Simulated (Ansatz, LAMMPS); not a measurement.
# Compressing and expanding a frame of amorphous polyoxymethylene (as short chains C15O14H32) from 400 K (244 atoms): runs compared

Aim: relax a frame of amorphous polyoxymethylene (as short chains C15O14H32) from 400 K (244 atoms), then change its volume to read the bulk modulus from the stress.

Computed with Ansatz 0.2.0: Kohn-Sham DFT, PBE+D3(BJ), PAW (set soft_2), plane waves.

## (1) The cell as built

The cell holds 244 atoms: 60 C, 56 O and 128 H. Its edges and angles: a = 13.290 Å, b = 13.290 Å, c = 13.290 Å, α = 90.0°, β = 90.0°, γ = 90.0°. 4 polyoxymethylene chains of 13 units with methyl end groups placed at random, at 1.24 g/cm³; overlaps pushed apart, then 20 ps at 800 K with MMFF94 bonds, angles, torsions, charges and radii (Halgren, J. Comput. Chem. 17, 490 (1996)) in harmonic and 12-6 forms. Snapshot after 30 ps at 400 K and fixed volume.

What the set-up can't give: The network of contacts between molecules at the start is that of the classical potential that made the cell, and needn't be the one that DFT or experiment would give. The Brillouin zone is sampled at Γ only.

## (2) The reference run

The reference is a single point at the end of the relaxation.

Every strained cell starts from the geometry of this run, and its atoms are relaxed with the cell held.

Its input, with most atom lines left out:

```yaml
crystal:
  lattice:
    - [13.06914, 0.08378, -0.20349]
    - [0.08378, 13.22628, -0.05296]
    - [-0.20349, -0.05296, 13.21269]
  atoms:
    - { symbol: C, position: [0.87108, 0.89632, 0.4842] }
    - { symbol: O, position: [0.90156, 0.951, 0.57363] }
    - { symbol: C, position: [0.85197, 0.04519, 0.58162] }
    - { symbol: O, position: [0.88887, 0.11976, 0.51538] }
    - { symbol: C, position: [0.99085, 0.14869, 0.54232] }
    - { symbol: O, position: [0.01633, 0.2347, 0.48717] }
    - { symbol: C, position: [0.02242, 0.21814, 0.3812] }
    [... atom lines 8 to 244 left out ...]
kpoints:
  mp_grid: { grid: [1, 1, 1] }
hamiltonian:
  xc: pbe
  dispersion: d3bj
scf:
  occupations: { method: gaussian, width: 0.025 }
output:
  forces: true
  stress: true
  populations: intrinsic
  dos:
    method: { smearing: { sigma: 0.08 } }
    de: 0.1
    projected: { site_lists: { C: [C], H: [H], O: [O] } }
  eigenvalues: true
  write_density: true
  write_potential: true
  volumetric_format: npy
```

* free energy per atom: -200.1847 eV/atom
* r.m.s. force component: 0.00373 eV/Å
* pressure: -0.1426 GPa

Filled and empty levels are parted by 5.40 eV (at Γ alone); a semilocal functional tends to put such gaps too low. In a disordered cell it changes from sample to sample, and tail or defect levels can set it.

## (3) The runs

Each row is one run, on 4 threads of Arm Neoverse V1, shared host. The free energy is the program's total, comparable only between runs with the same functional, potentials and atoms.

| run | atoms | outcome | ionic steps, all passes | free energy (eV) | time | host memory (GiB) |
| --- | --- | --- | --- | --- | --- | --- |
| Single point at the start | 244 | converged | - | -48829.704 | 34 s | 3.4 |
| Cell and atoms relaxed | 244 | cut at the time limit | 39 | -48845.240 | 27 min | 3.5 |
| Single point at the relaxed geometry | 244 | converged | - | -48845.065 | 67 s | 3.4 |
| Volume -3 % | 244 | converged | 4 | -48845.085 | 3.2 min | 3.3 |
| Volume +3 % | 244 | converged | 4 | -48844.977 | 3.5 min | 3.5 |
| Volume -6 % | 244 | cut at the time limit | 10 | -48845.045 | 8.2 min | 3.3 |
| Volume +6 % | 244 | cut at the time limit | 6 | -48844.838 | 5.7 min | 3.6 |
| Volume -10 % | 244 | cut at the time limit | 5 | -48844.644 | 4.4 min | 3.2 |

In some runs the program notes that the SCF threshold is loose for the stress.

## (4) Pressure against volume

Atoms are relaxed at each volume, in the scaled cell.

| volume change (%) | volume (Å³/atom) | energy change (meV/atom) | pressure (GPa) | largest move on relaxing (Å) | bonds | gap (eV) |
| --- | --- | --- | --- | --- | --- | --- |
| -3 | 9.077 | -0.08 | 0.04 | 0.11 | 240 | 5.45 |
| +0 | 9.357 | 0.00 | -0.14 | - | 240 | 5.40 |
| +3 | 9.638 | 0.36 | -0.27 | 0.08 | 240 | 5.35 |

## (5) What came out

The bulk modulus, from the slope of pressure against ln V over the three points nearest the relaxed volume, is 5.17 GPa. The gap goes from 5.45 eV at the smallest volume to 5.35 eV at the largest, -1.7 eV per unit of ln V by a straight line, on the run's k-points.

Caveats: Strains are finite and relaxations stop at the force tolerance of the input, which can leave moduli too stiff; they are those of a static cell at zero temperature. Volumes are changed with the cell's shape held, so in an anisotropic solid the modulus lies over the one under free hydrostatic load. The first relaxation stopped at its limit, so the strained cells go on relaxing towards a minimum that it hadn't reached. The program notes that the SCF threshold of the relaxations is loose for the stress.

The DFT runs together took 54 min of wall time.

[Logs are printed without paths, hosts, clocks, repeated set-up lines and the standing remarks that a program may print on its own settings, such as how far it seeks lower states.]

[Hosts, paths, dates, database ids (printed as entryN), source tags and the programs' standing remarks are cut or masked in the printed files.]

[The MMFF94 radii named for the starting cell were scaled by 0.96; in molecules described by MMFF94, hydrogen bound to N, O or S took a small fixed 12-6 site in their place.]
